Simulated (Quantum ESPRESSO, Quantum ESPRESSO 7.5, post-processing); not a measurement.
# 1T-TiO2, 1 layer: solver and mixing choices

Which eigensolver and mixing suits 1T-TiO2, 1 layer? The physics should not care; the clock does.

Calculated with Quantum ESPRESSO 7.5; plane-wave DFT, PBE, SG15 norm-conserving pseudopotentials.

This is a report of a sequence of runs, with most program output left out.

## (1) The structure

The cell holds 3 atoms: 2 O and 1 Ti. Its edges and angles: a = 2.990 Å, b = 2.990 Å, c = 19.461 Å, α = 90.0°, β = 90.0°, γ = 120.0°. It derives from TiO2. Vacuum lies along c.

This sheet is a model structure: its symmetry is held, and its stability is not tested here.

## (2) Ground state: david, local-TF mixing, beta 0.4, history 8

The first run is the reference of the series.

The input, c0.in:

```
&control
  prefix = 'c0'
  outdir = './out'
  pseudo_dir = './pseudo'
  calculation = 'scf'
  tprnfor = .true.
/
&system
  ibrav = 0
  nat = 3
  ntyp = 2
  ecutwfc = 60
  ecutrho = 240
  occupations = 'smearing'
  smearing = 'fd'
  degauss = 0.004
  assume_isolated = 'esm'
  esm_bc = 'bc1'
/
&electrons
  conv_thr = 1e-07
  mixing_beta = 0.4
  electron_maxstep = 80
  mixing_mode = 'local-TF'
  diagonalization = 'david'
  mixing_ndim = 8
/
ATOMIC_SPECIES
  O   15.9990  O_ONCV_PBE-1.2.upf
  Ti  47.8670  Ti_ONCV_PBE-1.2.upf
CELL_PARAMETERS angstrom
  2.99000000000000 0.00000000000000 0.00000000000000
  -1.49500000000000 2.58941595731547 0.00000000000000
  0.00000000000000 0.00000000000000 19.46119212307099
ATOMIC_POSITIONS crystal
  O   0.666666666667 0.333333333333 -0.063233333999
  Ti  0.000000000000 0.000000000000 0.000000000000
  O   0.333333333333 0.666666666667 0.063233333999
K_POINTS automatic
  12 12 1 0 0 0
```

Run with:

```sh
$ OMP_NUM_THREADS=1 mpirun -n 4 pw.x -nk 4 -in c0.in > c0.out
```

Elapsed: 49 s, on 4 MPI ranks of Arm Neoverse V2, shared host; peak memory 0.38 GiB.

This step gave:

| Quantity | Value |
| --- | --- |
| free energy | -2442.3609 eV |
| Fermi energy | -8.053 eV |
| valence top, on the run's zero | -8.891 eV |
| conduction bottom, on the run's zero | -7.173 eV |
| gap by band count | 1.718 eV |
| vacuum line at the lower end of the cell, over the valence top | 8.891 eV |
| vacuum line at the upper end of the cell, over the valence top | 8.891 eV |

Electrostatic potential energy of an electron; zero at the highest filled level of the SCF mesh. Potential energy, planar mean against z:

```
z (Å)  potential energy, planar mean (eV)
   -9                                8.89
   -8                                8.89
   -7                                8.89
   -6                                8.89
   -5                                8.89
   -4                                8.89
   -3                                8.86
   -2                                7.42
   -1                               -5.89
    0                               -17.7
    1                               -5.89
    2                                7.42
    3                                8.86
    4                                8.89
    5                                8.89
    6                                8.89
    7                                8.89
    8                                8.89
    9                                8.89
```

The program's own clock; routines nest. Time by routine:

```
     routine  wall time (s)  calls
       PWSCF             48      1
   electrons          47.44      1
     c_bands          33.68     28
     cegterg          30.03    145
       h_psi          24.93   1271
        fftw          22.87  22630
    vloc_psi          22.41   1271
     mix_rho           9.39     28
        ffts           5.25   3349
    sum_band           2.94     28
  add_vuspsi           1.24   1271
    v_of_rho           1.22     29
      calbec           1.21   1291
h_psi:calbec           1.18   1271
```

The vacuum levels are read from the outermost 0.7 Å of the cell on either side.

The run needed 28 iterations to bring the estimated error under 1e-07 Ry; the largest force on any atom, held or free, is 4.20 eV/Å, so this geometry is far from relaxed and its levels are not those of the real material.

Inside the slab this potential holds the local part of the pseudopotentials, which can be repulsive at the nuclei; only its value in the vacuum has a meaning of its own.

## (3) Ground state: david, plain mixing, beta 0.4, history 8

c1.in, as its differences from the input of step 2:

```diff
@@ -1,3 +1,3 @@
 &control
-  prefix = 'c0'
+  prefix = 'c1'
   outdir = './out'
@@ -23,3 +23,3 @@
   electron_maxstep = 80
-  mixing_mode = 'local-TF'
+  mixing_mode = 'plain'
   diagonalization = 'david'
```

Run with:

```sh
$ OMP_NUM_THREADS=1 mpirun -n 4 pw.x -nk 4 -in c1.in > c1.out
```

It took 34 s on 4 MPI ranks; peak memory 0.37 GiB.

This step gave:

| Item | Value |
| --- | --- |
| Fermi energy | -8.047 eV |
| valence top, on the run's zero | -8.885 eV |
| conduction bottom, on the run's zero | -7.167 eV |
| vacuum line at the lower end of the cell, over the valence top | 8.885 eV |
| vacuum line at the upper end of the cell, over the valence top | 8.885 eV |

The program's own clock; routines nest. Time by routine:

```
     routine  wall time (s)  calls
       PWSCF          33.05      1
   electrons          32.47      1
     c_bands          28.98     22
     cegterg          25.68    115
       h_psi          21.32   1038
        fftw          19.41  19154
    vloc_psi          19.17   1038
    sum_band           2.32     22
  add_vuspsi           1.06   1038
      calbec           1.04   1058
h_psi:calbec           1.01   1038
    v_of_rho           0.88     23
    init_run           0.44      1
   init_us_2           0.37    230
```

Counted from each run's own zero (the valence top), the vacuum level differs from the first run's by -6 meV.

## (4) SCF with pw.x: david, plain mixing, beta 0.7, history 8

c2.in, as its differences from the input of step 3:

```diff
@@ -1,3 +1,3 @@
 &control
-  prefix = 'c1'
+  prefix = 'c2'
   outdir = './out'
@@ -21,3 +21,3 @@
   conv_thr = 1e-07
-  mixing_beta = 0.4
+  mixing_beta = 0.7
   electron_maxstep = 80
```

Run with:

```sh
$ OMP_NUM_THREADS=1 mpirun -n 4 pw.x -nk 4 -in c2.in > c2.out
```

The job ended after 37 s (4 MPI ranks; peak memory 0.37 GiB).

Read from the output:

| Property | Result |
| --- | --- |
| Fermi energy | -8.053 eV |
| valence top, on the run's zero | -8.892 eV |
| conduction bottom, on the run's zero | -7.173 eV |
| gap by band count | 1.719 eV |
| vacuum line at the lower end of the cell, over the valence top | 8.892 eV |
| vacuum line at the upper end of the cell, over the valence top | 8.892 eV |

The program's own clock; routines nest. Time by routine:

```
     routine  wall time (s)  calls
       PWSCF          35.97      1
   electrons          35.38      1
     c_bands          31.12     26
     cegterg          27.06    135
       h_psi          22.57   1113
        fftw          20.78  20654
    vloc_psi          20.31   1113
    sum_band           2.84     26
  add_vuspsi           1.12   1113
      calbec           1.09   1133
h_psi:calbec           1.06   1113
    v_of_rho           1.01     27
    init_run           0.45      1
         fft           0.43    271
```

Counted from each run's own zero (the valence top), the vacuum level differs from the first run's by +1 meV.

## (5) Ground state: david, TF mixing, beta 0.4, history 8

c3.in, as its differences from the input of step 4:

```diff
@@ -1,3 +1,3 @@
 &control
-  prefix = 'c2'
+  prefix = 'c3'
   outdir = './out'
@@ -21,5 +21,5 @@
   conv_thr = 1e-07
-  mixing_beta = 0.7
+  mixing_beta = 0.4
   electron_maxstep = 80
-  mixing_mode = 'plain'
+  mixing_mode = 'TF'
   diagonalization = 'david'
```

Run with:

```sh
$ OMP_NUM_THREADS=1 mpirun -n 4 pw.x -nk 4 -in c3.in > c3.out
```

Wall time 46 s (4 MPI ranks); peak memory 0.37 GiB; 3 min of CPU time.

This step gave:

```
Fermi energy                                                   : -8.059 eV
valence top, on the run's zero                                 : -8.898 eV
conduction bottom, on the run's zero                           : -7.179 eV
vacuum line at the lower end of the cell, over the valence top : 8.898 eV
vacuum line at the upper end of the cell, over the valence top : 8.898 eV
```

The program's own clock; routines nest. Time by routine:

```
     routine  wall time (s)  calls
       PWSCF           45.1      1
   electrons          44.53      1
     c_bands          38.56     38
     cegterg          34.13    195
       h_psi          28.64   1376
        fftw          26.78  26542
    vloc_psi          25.79   1376
    sum_band           3.96     38
    v_of_rho           1.45     39
  add_vuspsi           1.41   1376
      calbec           1.36   1396
h_psi:calbec           1.33   1376
         fft           0.62    391
   init_us_2           0.61    390
```

Counted from each run's own zero (the valence top), the vacuum level differs from the first run's by +7 meV.

## (6) Self-consistent run: david, local-TF mixing, beta 0.7, history 8

c4.in, as its differences from the input of step 5:

```diff
@@ -1,3 +1,3 @@
 &control
-  prefix = 'c3'
+  prefix = 'c4'
   outdir = './out'
@@ -21,5 +21,5 @@
   conv_thr = 1e-07
-  mixing_beta = 0.4
+  mixing_beta = 0.7
   electron_maxstep = 80
-  mixing_mode = 'TF'
+  mixing_mode = 'local-TF'
   diagonalization = 'david'
```

Run with:

```sh
$ OMP_NUM_THREADS=1 mpirun -n 4 pw.x -nk 4 -in c4.in > c4.out
```

The job ended after 36 s (4 MPI ranks; peak memory 0.37 GiB).

This step gave:

```
Fermi energy                                                   : -8.052 eV
valence top, on the run's zero                                 : -8.890 eV
conduction bottom, on the run's zero                           : -7.172 eV
gap by band count                                              : 1.718 eV
vacuum line at the lower end of the cell, over the valence top : 8.890 eV
vacuum line at the upper end of the cell, over the valence top : 8.890 eV
```

The program's own clock; routines nest. Time by routine:

```
     routine  wall time (s)  calls
       PWSCF          35.39      1
   electrons          34.82      1
     c_bands          26.33     18
     cegterg          23.13     95
       h_psi          19.18    926
        fftw          17.35  17244
    vloc_psi          17.26    926
     mix_rho           5.76     18
        ffts           3.25   2089
    sum_band           1.87     18
  add_vuspsi           0.95    926
      calbec           0.92    946
h_psi:calbec            0.9    926
    v_of_rho           0.75     19
```

Counted from each run's own zero (the valence top), the vacuum level differs from the first run's by -1 meV.

## (7) Ground state: david, local-TF mixing, beta 0.2, history 8

c5.in, as its differences from the input of step 6:

```diff
@@ -1,3 +1,3 @@
 &control
-  prefix = 'c4'
+  prefix = 'c5'
   outdir = './out'
@@ -21,3 +21,3 @@
   conv_thr = 1e-07
-  mixing_beta = 0.7
+  mixing_beta = 0.2
   electron_maxstep = 80
```

Run with:

```sh
$ OMP_NUM_THREADS=1 mpirun -n 4 pw.x -nk 4 -in c5.in > c5.out
```

The job ended after 55 s (4 MPI ranks; peak memory 0.38 GiB; 3.7 min of CPU time).

Read from the output:

| Item | Value |
| --- | --- |
| Fermi energy | -8.056 eV |
| valence top, on the run's zero | -8.894 eV |
| conduction bottom, on the run's zero | -7.176 eV |
| gap by band count | 1.719 eV |
| vacuum line at the lower end of the cell, over the valence top | 8.894 eV |
| vacuum line at the upper end of the cell, over the valence top | 8.894 eV |

The program's own clock; routines nest. Time by routine:

```
     routine  wall time (s)  calls
       PWSCF          54.83      1
   electrons          54.27      1
     c_bands          36.02     38
     cegterg          31.68    195
       h_psi           26.7   1268
        fftw          25.19  24904
    vloc_psi          24.06   1268
     mix_rho          12.42     38
        ffts           6.99   4491
    sum_band           3.96     38
    v_of_rho           1.61     39
  add_vuspsi            1.3   1268
      calbec           1.26   1288
h_psi:calbec           1.24   1268
```

Counted from each run's own zero (the valence top), the vacuum level differs from the first run's by +3 meV.

## (8) SCF with pw.x: david, local-TF mixing, beta 0.4, history 4

c6.in, as its differences from the input of step 7:

```diff
@@ -1,3 +1,3 @@
 &control
-  prefix = 'c5'
+  prefix = 'c6'
   outdir = './out'
@@ -21,3 +21,3 @@
   conv_thr = 1e-07
-  mixing_beta = 0.2
+  mixing_beta = 0.4
   electron_maxstep = 80
@@ -25,3 +25,3 @@
   diagonalization = 'david'
-  mixing_ndim = 8
+  mixing_ndim = 4
 /
```

Run with:

```sh
$ OMP_NUM_THREADS=1 mpirun -n 4 pw.x -nk 4 -in c6.in > c6.out
```

Wall time 38 s (4 MPI ranks); peak memory 0.36 GiB.

Read from the output:

* Fermi energy: -8.053 eV
* valence top, on the run's zero: -8.890 eV
* conduction bottom, on the run's zero: -7.172 eV
* vacuum line at the lower end of the cell, over the valence top: 8.890 eV
* vacuum line at the upper end of the cell, over the valence top: 8.890 eV

The program's own clock; routines nest. Time by routine:

```
     routine  wall time (s)  calls
       PWSCF          37.68      1
   electrons          37.12      1
     c_bands          27.26     21
     cegterg             24    110
       h_psi          19.94   1034
        fftw          18.19  18106
    vloc_psi          17.92   1034
     mix_rho           6.63     21
        ffts           3.77   2419
    sum_band           2.17     21
  add_vuspsi           0.99   1034
    v_of_rho           0.97     22
      calbec           0.97   1054
h_psi:calbec           0.94   1034
```

Counted from each run's own zero (the valence top), the vacuum level differs from the first run's by -1 meV.

## (9) Self-consistent run: cg, local-TF mixing, beta 0.4, history 8

c7.in, as its differences from the input of step 8:

```diff
@@ -1,3 +1,3 @@
 &control
-  prefix = 'c6'
+  prefix = 'c7'
   outdir = './out'
@@ -24,4 +24,4 @@
   mixing_mode = 'local-TF'
-  diagonalization = 'david'
-  mixing_ndim = 4
+  diagonalization = 'cg'
+  mixing_ndim = 8
 /
```

Run with:

```sh
$ OMP_NUM_THREADS=1 mpirun -n 4 pw.x -nk 4 -in c7.in > c7.out
```

Run time: 29 s. Hardware: 4 MPI ranks; peak memory 0.37 GiB.

Numbers from this step:

```
Fermi energy                         : -8.052 eV
conduction bottom, on the run's zero : -7.171 eV
```

The program's own clock; routines nest. Time by routine:

```
   routine  wall time (s)  calls
     PWSCF           28.8      1
 electrons          28.24      1
   c_bands          19.72     18
     h_psi           16.2   4612
  ccgdiagg          14.98     90
      fftw          13.63  13364
  vloc_psi          13.31   4612
   hs_1psi          12.83   4522
   mix_rho           5.77     18
    wfcrot           3.68     90
      ffts           3.27   2109
    calbec           2.17   9154
  sum_band           1.88     18
add_vuspsi            1.6   4612
```

Counted from each run's own zero (the valence top), the vacuum level differs from the first run's by -1 meV.

## (10) SCF with pw.x: ppcg, local-TF mixing, beta 0.4, history 8

c8.in, as its differences from the input of step 9:

```diff
@@ -1,3 +1,3 @@
 &control
-  prefix = 'c7'
+  prefix = 'c8'
   outdir = './out'
@@ -24,3 +24,3 @@
   mixing_mode = 'local-TF'
-  diagonalization = 'cg'
+  diagonalization = 'ppcg'
   mixing_ndim = 8
```

Run with:

```sh
$ OMP_NUM_THREADS=1 mpirun -n 4 pw.x -nk 4 -in c8.in > c8.out
```

It took 0.5 s on 4 MPI ranks; peak memory 0.09 GiB.

The input was rejected at the start.

The fault put into the input: an eigensolver that this release has dropped (electrons.diagonalization = "ppcg").

The message: “iosys (1): PPCG diagonalization not supported anymore (Dec. 2024)”. This release no longer has that solver; david, paro or rmm-davidson serve.

## (11) SCF with pw.x: paro, local-TF mixing, beta 0.4, history 8

c9.in, as its differences from the input of step 10:

```diff
@@ -1,3 +1,3 @@
 &control
-  prefix = 'c8'
+  prefix = 'c9'
   outdir = './out'
@@ -24,3 +24,3 @@
   mixing_mode = 'local-TF'
-  diagonalization = 'ppcg'
+  diagonalization = 'paro'
   mixing_ndim = 8
```

Run with:

```sh
$ OMP_NUM_THREADS=1 mpirun -n 4 pw.x -nk 4 -in c9.in > c9.out
```

It took 41 s on 4 MPI ranks; peak memory 0.38 GiB.

Numbers from this step:

* valence top, on the run's zero: -8.889 eV
* gap by band count: 1.718 eV
* vacuum line at the lower end of the cell, over the valence top: 8.889 eV
* vacuum line at the upper end of the cell, over the valence top: 8.889 eV

The program's own clock; routines nest. Time by routine:

```
     routine  wall time (s)  calls
       PWSCF          40.21      1
   electrons          39.63      1
     c_bands          32.95     14
      paro_k          26.27     70
       h_psi          20.84   1598
    vloc_psi          18.47   1598
        fftw           18.1  17816
     mix_rho           4.48     14
        ffts           2.52   1613
    sum_band            1.5     14
      calbec           1.15   1618
  add_vuspsi           1.14   1598
h_psi:calbec           1.12   1598
    v_of_rho           0.58     15
```

Counted from each run's own zero (the valence top), the vacuum level differs from the first run's by -2 meV.

## (12) Self-consistent run: rmm-davidson, local-TF mixing, beta 0.4, history 8

c10.in, as its differences from the input of step 11:

```diff
@@ -1,3 +1,3 @@
 &control
-  prefix = 'c9'
+  prefix = 'c10'
   outdir = './out'
@@ -24,3 +24,3 @@
   mixing_mode = 'local-TF'
-  diagonalization = 'paro'
+  diagonalization = 'rmm-davidson'
   mixing_ndim = 8
```

Run with:

```sh
$ OMP_NUM_THREADS=1 mpirun -n 4 pw.x -nk 4 -in c10.in > c10.out
```

Elapsed: 44 s, on 4 MPI ranks; peak memory 0.41 GiB; 2.9 min of CPU time.

This step gave:

* valence top, on the run's zero: -8.890 eV
* gap by band count: 1.719 eV
* vacuum line at the lower end of the cell, over the valence top: 8.890 eV
* vacuum line at the upper end of the cell, over the valence top: 8.890 eV

The program's own clock; routines nest. Time by routine:

```
   routine  wall time (s)  calls
     PWSCF          43.46      1
 electrons          42.89      1
   c_bands          28.41     30
     h_psi          22.06    955
      fftw          20.72  20560
  vloc_psi           19.9    955
   mix_rho           9.86     30
 crmmdiagg           8.14    110
      ffts           5.55   3555
    wfcrot           4.82    115
  sum_band           3.11     30
  v_of_rho           1.31     31
add_vuspsi           1.06    955
    calbec           1.04    975
```

Counted from each run's own zero (the valence top), the vacuum level differs from the first run's by -1 meV.

## (13) The series side by side

All levels:

```
                                             level  vacuum level over the valence top (eV)  its change from the first (meV)  energy from the first (meV an atom)  SCF iterations  wall time (s)  peak memory (GiB)  CPU time (s)
       david, local-TF mixing, beta 0.4, history 8                                   8.891                                0                                    0              28          48.56               0.38         193.8
          david, plain mixing, beta 0.4, history 8                                   8.885                           -6.273                              4.99e-4              22          33.59               0.37           134
          david, plain mixing, beta 0.7, history 8                                   8.892                           0.6483                              9.07e-5              26          36.52               0.37         145.7
             david, TF mixing, beta 0.4, history 8                                   8.898                             6.74                             -4.54e-5              38          45.65               0.37         182.3
       david, local-TF mixing, beta 0.7, history 8                                    8.89                          -0.9767                                    0              18          35.94               0.37         143.4
       david, local-TF mixing, beta 0.2, history 8                                   8.894                            3.498                             -4.54e-5              38          55.38               0.38         221.2
       david, local-TF mixing, beta 0.4, history 4                                    8.89                            -0.52                             -4.54e-5              21          38.23               0.36         152.6
          cg, local-TF mixing, beta 0.4, history 8                                    8.89                          -0.9767                             -9.07e-5              18          29.35               0.37           117
        paro, local-TF mixing, beta 0.4, history 8                                   8.889                           -1.612                             -9.07e-5              14          40.75               0.38         162.6
rmm-davidson, local-TF mixing, beta 0.4, history 8                                    8.89                          -0.8617                              9.07e-5              30          44.01               0.41         175.7
```

## (14) Summary of results

```yaml
fastest: cg, local-TF mixing, beta 0.4, history 8: 29 s, 18 iterations
slowest_that_converged: david, local-TF mixing, beta 0.2, history 8: 55 s, 38 iterations
fewest_iterations: paro, local-TF mixing, beta 0.4, history 8: 14
largest_change_of_the_vacuum_level: 7 meV
```

What this shows: The fastest choice is cg, local-TF mixing, beta 0.4, history 8: 29 s, 18 iterations. The converged runs took 14 to 38 iterations and agree within 13 meV in the vacuum level; counts also move with the parallel layout and the random start, so differences of a few iterations rank nothing. Refused or stopped by an error: ppcg, local-TF mixing, beta 0.4, history 8. The times come from a shared host and are rough. Peak memory is sampled during the run and can miss the peak. The geometry is as built, not relaxed.

[Logs are printed without paths, hosts, clocks, repeated set-up lines and the standing remarks that a program may print on its own settings, such as how far it seeks lower states.]

[Hosts, paths, dates, database ids (printed as entryN), source tags and the programs' standing remarks are cut or masked in the printed files.]

[Maps of the electrostatic potential energy from Ansatz leave out the sawtooth potential of an applied field or a dipole correction, so their vacuum need not be flat; planar profiles and work functions include it.]
